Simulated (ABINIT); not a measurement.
# Cs2InAgCl6 (Fm-3m): one start, several treatments of the self-energy

How much does the gap of Cs2InAgCl6 (Fm-3m) depend on the approximation to the self-energy?

Program: ABINIT 10.8.3. Level of theory: PBEsol and many-body steps on it, plane waves. Results are calculated unless marked as measured.

**Experimental background.**

- Gap 3.3 eV: optical gap from absorption onset near 380 nm, assigned as direct at Gamma; diffuse reflectance with Kubelka-Munk analysis; powder (“Cs2InAgCl6: A new lead-free halide double perovskite with direct band gap”, 2016, arxiv:1611.05426).

### Step 1. The starting structure

Symmetry: Fm-3m, No. 225, cubic system. The conventional cell has a = 10.469 Å, b = 10.469 Å, c = 10.469 Å, α = 90.00°, β = 90.00°, γ = 90.00°. Nearest to Cs lie 12 Cl at 3.70 Å. Nearest to In lie 6 Cl at 2.51 Å. Nearest to Ag lie 6 Cl at 2.72 Å. Cl has 1 In at 2.51 Å and 1 Ag at 2.72 Å and 4 Cs at 3.70 Å nearest. Farther neighbours and most contacts between anions are not listed.

The cell and positions come from the Crystallography Open Database and are kept as given unless a step says otherwise. Spin-orbit coupling is left out unless a step names it.

### Step 2. Empty states on the mesh, 2×2×2 mesh, 288 bands

This step: ABINIT 10.8.3; DFT, PBEsol, plane waves, norm-conserving pseudopotentials.

The sums over transitions need many empty states on a uniform mesh; this step solves for them.

The input, run.abi:

```
acell 3*1.0 Angstrom
rprim 
  0.000000000000 5.234500000000 5.234500000000
  5.234500000000 0.000000000000 5.234500000000
  5.234500000000 5.234500000000 0.000000000000
ntypat 4
znucl 55 49 47 17
natom 10
typat 1 1 2 3 4 4 4 4 4 4
xred 
  0.250000000000 0.250000000000 0.250000000000
  0.750000000000 0.750000000000 0.750000000000
  0.000000000000 0.000000000000 0.000000000000
  0.500000000000 0.500000000000 0.500000000000
  0.760210000000 0.239790000000 0.239790000000
  0.239790000000 0.760210000000 0.239790000000
  0.239790000000 0.760210000000 0.760210000000
  0.760210000000 0.239790000000 0.760210000000
  0.239790000000 0.239790000000 0.760210000000
  0.760210000000 0.760210000000 0.239790000000
pp_dirpath "pseudos"
pseudos "Cs.upf, In.upf, Ag.upf, Cl.upf"
ecut 37
ngkpt 2 2 2
nshiftk 1
shiftk 0 0 0
kptopt 1
chksymbreak 0
iscf -2
irdden 1
istwfk *1
nband 288
nbdbuf 26
tolwfr 1e-09
nstep 60
prtvol 0
indata_prefix "in"
outdata_prefix "out"
tmpdata_prefix "tmp"
```

Started as:

```console
$ OMP_NUM_THREADS=1 mpirun -n 8 abinit run.abi > log
```

Numbers of over 12 decimals in the logs are rounded to 6 here.

Output:

```text
.Version 10.8.3 of ABINIT. v10.8.2 released Aug 2026.

 Symmetries : space group Fm -3 m (#225); Bravais cF (face-center cubic)
[... echo of the input left out ...]
== DATASET  1 ==================================================================
-   mpi_nproc: 8, omp_nthreads: 1 (-1 if OMP is not activated)
-    --> not optimal distribution: autoparal keyword recommended in input file <--

--- !DatasetInfo
iteration_state: {dtset: 1, }
dimensions: {natom: 10, nkpt: 3, mband: 288, nsppol: 1, nspinor: 1, nspden: 1, mpw: 20827, }
cutoff_energies: {ecut:  37.0, pawecutdg:  -1.0, }
[...]
1.68751    1.68751    1.68751    1.69709    1.69709    1.70531    1.70531    1.70531
   1.71837    1.71844    1.71875    1.72977    1.73028    1.73102    1.73172    1.73465
 prteigrs : prtvol=0 or 1, do not print more k-points.

== END DATASET(S) ==============================================================
================================================================================

 -outvars: echo values of variables after computation  --------
            nband         288
             nkpt           3
          spgroup         225
 [... the other variables as echoed above ...]

 Calculation completed.
```

The job ended after 13 min (8 MPI ranks of Intel Xeon Platinum 8488C (Sapphire Rapids), shared host; peak memory 1.4 GiB; 1.8 h of CPU time).

This step gave:

| Quantity | Value |
| --- | --- |
| gap | 1.038 eV |
| k of the valence top | 0, 0, 0 |
| k of the conduction bottom | 0, 0, 0 |
| least direct gap | 1.038 eV |
| k points computed | 3 |
| lowest point of the top converged band, above the valence top | 41.94 eV |

On this mesh the gap is 1.038 eV.

The density comes from a self-consistent run that is not shown.

### Step 3. Screening, 2×2×2 mesh, 262 bands, screening to 122.5 eV

The RPA dielectric matrix is built and inverted for each q.

This step: RPA screening on PBEsol, plane waves, norm-conserving pseudopotentials.

run.abi: that of step 2 with these lines changed.

```diff
@@ -28,10 +28,11 @@
 chksymbreak 0
-iscf -2
-irdden 1
 istwfk *1
-nband 288
-nbdbuf 26
-tolwfr 1e-09
-nstep 60
-prtvol 0
+occopt 1
+irdwfk 1
+optdriver 3
+nband 262
+ecuteps 4.5
+inclvkb 2
+awtr 1
+symchi 1
 indata_prefix "in"
```

Output:

```text
.Version 10.8.3 of ABINIT. v10.8.2 released Aug 2026.

 Symmetries : space group Fm -3 m (#225); Bravais cF (face-center cubic)
[... echo of the input left out ...]
== DATASET  1 ==================================================================
-   mpi_nproc: 8, omp_nthreads: 1 (-1 if OMP is not activated)

--- !DatasetInfo
iteration_state: {dtset: 1, }
dimensions: {natom: 10, nkpt: 3, mband: 262, nsppol: 1, nspinor: 1, nspden: 1, mpw: 20827, }
cutoff_energies: {ecut:  37.0, pawecutdg:  -1.0, }
electrons: {nelect:   9.20000000E+01, charge:   0.00000000E+00, occopt:   1.00000000E+00, tsmear:   1.00000000E-02, }

 SCREENING: Calculation of the susceptibility and dielectric matrices

 Based on a program developped by R.W. Godby, V. Olevano, G. Onida, and L. Reining.
 Incorporated in ABINIT by V. Olevano, G.-M. Rignanese, and M. Torrent.
.Using double precision arithmetic ; gwpc =  8

[... cell and pseudopotentials left out ...]
--------------------------------------------------------------------------------

 ==== K-mesh for the wavefunctions ====
 Number of points in the irreducible wedge :     3
[... list of points left out ...]
 Together with 48 symmetry operations and time-reversal symmetry
 yields     8 points in the full Brillouin Zone.

 ==== Q-mesh for the screening function ====
 Number of points in the irreducible wedge :     3
[... list of points left out ...]
 Together with 48 symmetry operations and time-reversal symmetry
 yields     8 points in the full Brillouin Zone.

 setmesh: FFT mesh size selected  =    54x   54x   54
          total number of points  =       157464

 vcoul_init : cutoff-mode = AUXILIARY_FUNCTION
 q-points for optical limit:   1
     1)      0.000010    0.000020    0.000030

- screening: taking advantage of time-reversal symmetry
- Maximum band index for partially occupied states nbvw = 46
- Remaining bands to be divided among processors   nbcw = 216
- Number of bands treated by each node ~27

 Number of electrons calculated from density =   92.0000; Expected =   92.0000
 average of density, n =  0.047526
 r_s =    1.7126
 omega_plasma =   21.0292 [eV]

 calculating chi0 at frequencies [eV] :
  1    0.000000E+00    0.000000E+00
  2    0.000000E+00    2.102923E+01

--------------------------------------------------------------------------------
  q-point number  1        q = ( 0.000000, 0.000000, 0.000000) [r.l.u.]
--------------------------------------------------------------------------------
[... chi0 elements left out ...]
 For q-point:  0.000010 0.000020 0.000030
  dielectric constant =   4.0723
  dielectric constant without local fields =   4.5835

  Average fulfillment of the sum rule on Im[epsilon] for q-point    1 :     59.56  [%]
[... wings left out ...]
  q-point number  2        q = ( 0.500000, 0.000000, 0.000000) [r.l.u.]
--------------------------------------------------------------------------------
[... chi0 elements left out ...]
  Average fulfillment of the sum rule on Im[epsilon] for q-point    2 :     64.58  [%]

 [... 1 further q-points ...]
```

Elapsed: 4.4 min, on 8 MPI ranks; peak memory 9.5 GiB.

This step gave:

```
ε∞ with local fields, on this mesh, along the program's q direction : 4.072
the same without local fields                                       : 4.583
plasma frequency                                                    : 21.03 eV
plane waves in the screening matrix                                 : 893
```

Local fields lower ε∞ by 11 %. On a Γ-centred mesh this coarse the value itself is usually too large, while a short band sum pulls it down.

### Step 4. G0W0, Godby-Needs plasmon pole

The self-energy is evaluated for the states that the input lists, and the levels follow from it, in one-shot runs by the linearised quasiparticle equation.

This step: G0W0 on PBEsol, plane waves, norm-conserving pseudopotentials.

run.abi: that of step 3 with these lines changed.

```diff
@@ -31,8 +31,15 @@
 irdwfk 1
-optdriver 3
+optdriver 4
 nband 262
+gwcalctyp 0
+ecutsigx 37
+symsigma 1
+nkptgw 1
+kptgw 
+  0.0000000000 0.0000000000 0.0000000000
+bdgw 
+  45 48
 ecuteps 4.5
-inclvkb 2
-awtr 1
-symchi 1
+irdscr 1
+ppmodel 1
 indata_prefix "in"
```

Output:

```text
.Version 10.8.3 of ABINIT. v10.8.2 released Aug 2026.

 Symmetries : space group Fm -3 m (#225); Bravais cF (face-center cubic)
[... echo of the input left out ...]
== DATASET  1 ==================================================================
-   mpi_nproc: 8, omp_nthreads: 1 (-1 if OMP is not activated)

--- !DatasetInfo
iteration_state: {dtset: 1, }
dimensions: {natom: 10, nkpt: 3, mband: 262, nsppol: 1, nspinor: 1, nspden: 1, mpw: 20827, }
cutoff_energies: {ecut:  37.0, pawecutdg:  -1.0, }
electrons: {nelect:   9.20000000E+01, charge:   0.00000000E+00, occopt:   1.00000000E+00, tsmear:   1.00000000E-02, }

 SIGMA: Calculation of the GW corrections

 Based on a program developped by R.W. Godby, V. Olevano, G. Onida, and L. Reining.
 Incorporated in ABINIT by V. Olevano, G.-M. Rignanese, and M. Torrent.
.Using double precision arithmetic ; gwpc =  8

[... cell and pseudopotentials left out ...]
--------------------------------------------------------------------------------

 ==== K-mesh for the wavefunctions ====
 Number of points in the irreducible wedge :     3
[... list of points left out ...]
 Together with 48 symmetry operations and time-reversal symmetry
 yields     8 points in the full Brillouin Zone.

 ==== Q-mesh for screening function ====
 Number of points in the irreducible wedge :     3
[... list of points left out ...]
 Together with 48 symmetry operations and time-reversal symmetry
 yields     8 points in the full Brillouin Zone.

 vcoul_init : cutoff-mode = AUXILIARY_FUNCTION
 q-points for optical limit:   1
     1)      0.000010    0.000020    0.000030
 setmesh: FFT mesh size selected  =    80x   80x   80
          total number of points  =       512000

 Number of electrons calculated from density =   92.0000; Expected =   92.0000
 average of density, n =  0.047526
 r_s =    1.7126
 omega_plasma =   21.0292 [eV]

 === KS Band Gaps ===
  >>>> For spin  1
   Minimum direct gap =   1.0385 [eV], located at k-point      :   0.0000  0.0000  0.0000
   Fundamental gap    =   1.0385 [eV], Top of valence bands at :   0.0000  0.0000  0.0000
                                       Bottom of conduction at :   0.0000  0.0000  0.0000
 SIGMA fundamental parameters:
 PLASMON POLE MODEL  1
 number of plane-waves for SigmaX                20827
 number of plane-waves for SigmaC and W            893
 number of plane-waves for wavefunctions         20827
 number of bands                                   262
 number of independent spin polarizations            1
 number of spinorial components                      1
 number of k-points in IBZ                           3
 number of q-points in IBZ                           3
 number of symmetry operations                      48
 number of k-points in BZ                            8
 number of q-points in BZ                            8
 number of frequencies for dSigma/dE                 9
 frequency step for dSigma/dE [eV]                0.25
 number of omega for Sigma on real axis              0
 max omega for Sigma on real axis  [eV]           0.00
 zcut for avoiding poles [eV]                     0.10

 EPSILON^-1 parameters (SCR file):
 dimension of the eps^-1 matrix on file            893
 dimension of the eps^-1 matrix used               893
 number of plane-waves for wavefunctions         20827
 number of bands                                   262
 number of q-points in IBZ                           3
 number of frequencies                               2
 number of real frequencies                          1
 number of imag frequencies                          1

 matrix elements of self-energy operator (all in [eV])

 Perturbative Calculation

--- !SelfEnergy_ee
iteration_state: {dtset: 1, }
kpoint     : [   0.000,    0.000,    0.000, ]
spin       : 1
KS_gap     :    1.039
QP_gap     :    2.629
Delta_QP_KS:    1.590
data: !SigmaeeData |
     Band     E0 <VxcDFT>   SigX SigC(E0)      Z dSigC/dE  Sig(E)    E-E0       E
       45   2.000 -20.134 -24.310   3.634   0.789  -0.268 -20.561  -0.427   1.573
       46   2.000 -20.134 -24.310   3.634   0.789  -0.268 -20.561  -0.427   1.573
       47   3.039 -12.327  -8.154  -2.764   0.825  -0.212 -11.165   1.163   4.202
       48   7.082  -7.675  -3.449  -3.181   0.855  -0.170  -6.782   0.894   7.976

== END DATASET(S) ==============================================================
================================================================================

 -outvars: echo values of variables after computation  --------
           etotal      0.0000000000E+00
            nband         262
             nkpt           3
          spgroup         225
 [... the other variables as echoed above ...]

 Calculation completed.
```

Elapsed: 27 s, on 8 MPI ranks; peak memory 5.4 GiB.

Numbers from this step:

```
G0W0 gap on the points computed              : 2.629 eV
starting gap on the mesh                     : 1.038 eV
k of the valence top                         : 0, 0, 0
k of the conduction bottom                   : 0, 0, 0
Z at the valence top                         : 0.789
Z at the conduction bottom                   : 0.825
least direct G0W0 gap on the computed points : 2.629 eV
```

The gap on the mesh goes from 1.04 eV to 2.63 eV, a correction of +1.59 eV.

### Step 5. G0W0, Hybertsen-Louie plasmon pole

run.abi: that of step 4 with these lines changed.

```diff
@@ -43,3 +43,3 @@
 irdscr 1
-ppmodel 1
+ppmodel 2
 indata_prefix "in"
```

Output:

```text
.Version 10.8.3 of ABINIT. v10.8.2 released Aug 2026.

 Symmetries : space group Fm -3 m (#225); Bravais cF (face-center cubic)
[... echo of the input left out ...]
== DATASET  1 ==================================================================
-   mpi_nproc: 8, omp_nthreads: 1 (-1 if OMP is not activated)

--- !DatasetInfo
iteration_state: {dtset: 1, }
dimensions: {natom: 10, nkpt: 3, mband: 262, nsppol: 1, nspinor: 1, nspden: 1, mpw: 20827, }
cutoff_energies: {ecut:  37.0, pawecutdg:  -1.0, }
electrons: {nelect:   9.20000000E+01, charge:   0.00000000E+00, occopt:   1.00000000E+00, tsmear:   1.00000000E-02, }

 SIGMA: Calculation of the GW corrections

 Based on a program developped by R.W. Godby, V. Olevano, G. Onida, and L. Reining.
 Incorporated in ABINIT by V. Olevano, G.-M. Rignanese, and M. Torrent.
.Using double precision arithmetic ; gwpc =  8

[... cell and pseudopotentials left out ...]
--------------------------------------------------------------------------------

 ==== K-mesh for the wavefunctions ====
 Number of points in the irreducible wedge :     3
[... list of points left out ...]
 Together with 48 symmetry operations and time-reversal symmetry
 yields     8 points in the full Brillouin Zone.

 ==== Q-mesh for screening function ====
 Number of points in the irreducible wedge :     3
[... list of points left out ...]
 Together with 48 symmetry operations and time-reversal symmetry
 yields     8 points in the full Brillouin Zone.

 vcoul_init : cutoff-mode = AUXILIARY_FUNCTION
 q-points for optical limit:   1
     1)      0.000010    0.000020    0.000030
 setmesh: FFT mesh size selected  =    80x   80x   80
          total number of points  =       512000

 Number of electrons calculated from density =   92.0000; Expected =   92.0000
[...]
number of k-points in IBZ                           3
 number of q-points in IBZ                           3
 number of symmetry operations                      48
 number of k-points in BZ                            8
 number of q-points in BZ                            8
 number of frequencies for dSigma/dE                 9
 frequency step for dSigma/dE [eV]                0.25
 number of omega for Sigma on real axis              0
 max omega for Sigma on real axis  [eV]           0.00
 zcut for avoiding poles [eV]                     0.10

 EPSILON^-1 parameters (SCR file):
 dimension of the eps^-1 matrix on file            893
 dimension of the eps^-1 matrix used               893
 number of plane-waves for wavefunctions         20827
 number of bands                                   262
 number of q-points in IBZ                           3
 number of frequencies                               2
 number of real frequencies                          1
 number of imag frequencies                          1

 matrix elements of self-energy operator (all in [eV])

 Perturbative Calculation

--- !SelfEnergy_ee
iteration_state: {dtset: 1, }
kpoint     : [   0.000,    0.000,    0.000, ]
spin       : 1
KS_gap     :    1.039
QP_gap     :    2.567
Delta_QP_KS:    1.528
data: !SigmaeeData |
     Band     E0 <VxcDFT>   SigX SigC(E0)      Z dSigC/dE  Sig(E)    E-E0       E
       45   2.000 -20.134 -24.310   3.487   0.853  -0.173 -20.722  -0.587   1.413
       46   2.000 -20.134 -24.310   3.487   0.853  -0.173 -20.722  -0.587   1.413
       47   3.039 -12.327  -8.154  -3.089   0.868  -0.152 -11.387   0.941   3.980
       48   7.082  -7.675  -3.449  -3.376   0.883  -0.133  -6.925   0.751   7.832

== END DATASET(S) ==============================================================
================================================================================

 -outvars: echo values of variables after computation  --------
           etotal      0.0000000000E+00
            nband         262
             nkpt           3
          spgroup         225
 [... the other variables as echoed above ...]

 Calculation completed.
```

Elapsed: 28 s, on 8 MPI ranks; peak memory 5.4 GiB; 3.7 min of CPU time.

This step gave:

* G0W0 gap on the points computed: 2.567 eV
* starting gap on the mesh: 1.038 eV
* k of the valence top: 0, 0, 0
* k of the conduction bottom: 0, 0, 0
* Z at the valence top: 0.853
* Z at the conduction bottom: 0.868
* least direct G0W0 gap on the computed points: 2.567 eV

Against G0W0 in ABINIT (2×2×2 mesh, 262 bands, screening to 122.5 eV, Godby-Needs plasmon pole), the gap moves by −0.062 eV.

### Step 6. G0W0, von der Linden-Horsch plasmon pole

run.abi: that of step 5 with these lines changed.

```diff
@@ -43,3 +43,3 @@
 irdscr 1
-ppmodel 2
+ppmodel 3
 indata_prefix "in"
```

Output:

```text
.Version 10.8.3 of ABINIT. v10.8.2 released Aug 2026.

 Symmetries : space group Fm -3 m (#225); Bravais cF (face-center cubic)
[... echo of the input left out ...]
== DATASET  1 ==================================================================
-   mpi_nproc: 8, omp_nthreads: 1 (-1 if OMP is not activated)

--- !DatasetInfo
iteration_state: {dtset: 1, }
dimensions: {natom: 10, nkpt: 3, mband: 262, nsppol: 1, nspinor: 1, nspden: 1, mpw: 20827, }
cutoff_energies: {ecut:  37.0, pawecutdg:  -1.0, }
[...]
46   2.000 -20.134 -24.310   3.589   0.852  -0.173 -20.635  -0.500   1.500
       47   3.039 -12.327  -8.154  -3.094   0.874  -0.144 -11.384   0.944   3.983
       48   7.082  -7.675  -3.449  -3.429   0.899  -0.113  -6.959   0.716   7.798

== END DATASET(S) ==============================================================
================================================================================

 -outvars: echo values of variables after computation  --------
           etotal      0.0000000000E+00
            nband         262
             nkpt           3
          spgroup         225
 [... the other variables as echoed above ...]

 Calculation completed.
```

It took 56 s on 8 MPI ranks; peak memory 4.7 GiB.

Numbers from this step:

- G0W0 gap on the points computed: 2.483 eV
- starting gap on the mesh: 1.038 eV
- k of the valence top: 0, 0, 0
- k of the conduction bottom: 0, 0, 0
- least direct G0W0 gap on the computed points: 2.483 eV

Against G0W0 in ABINIT (2×2×2 mesh, 262 bands, screening to 122.5 eV, Godby-Needs plasmon pole), the gap moves by −0.146 eV.

(Continued in part 2 of 3.)

[Paths, hosts, dates, memory and timing lines, banners, echoed tables and standing remarks are left out of the program output.]

[Logs are printed without paths, hosts, clocks, repeated set-up lines and the standing remarks that a program may print on its own settings, such as how far it seeks lower states.]

[Runs of the session that timed out or met a known fault of the program may be left out.]

[Hosts, paths, dates, database ids (printed as entryN), source tags and the programs' standing remarks are cut or masked in the printed files.]

[G0W0 gaps are taken among the corrected bands and points alone; a level outside them can change the order at an edge.]

[Where Ansatz stands beside ABINIT at settings called matched, ABINIT's density can come from a denser mesh and the files from another edition; pairs whose starting gaps differed by over 0.03 eV were left out, so agreement reads better than it is.]
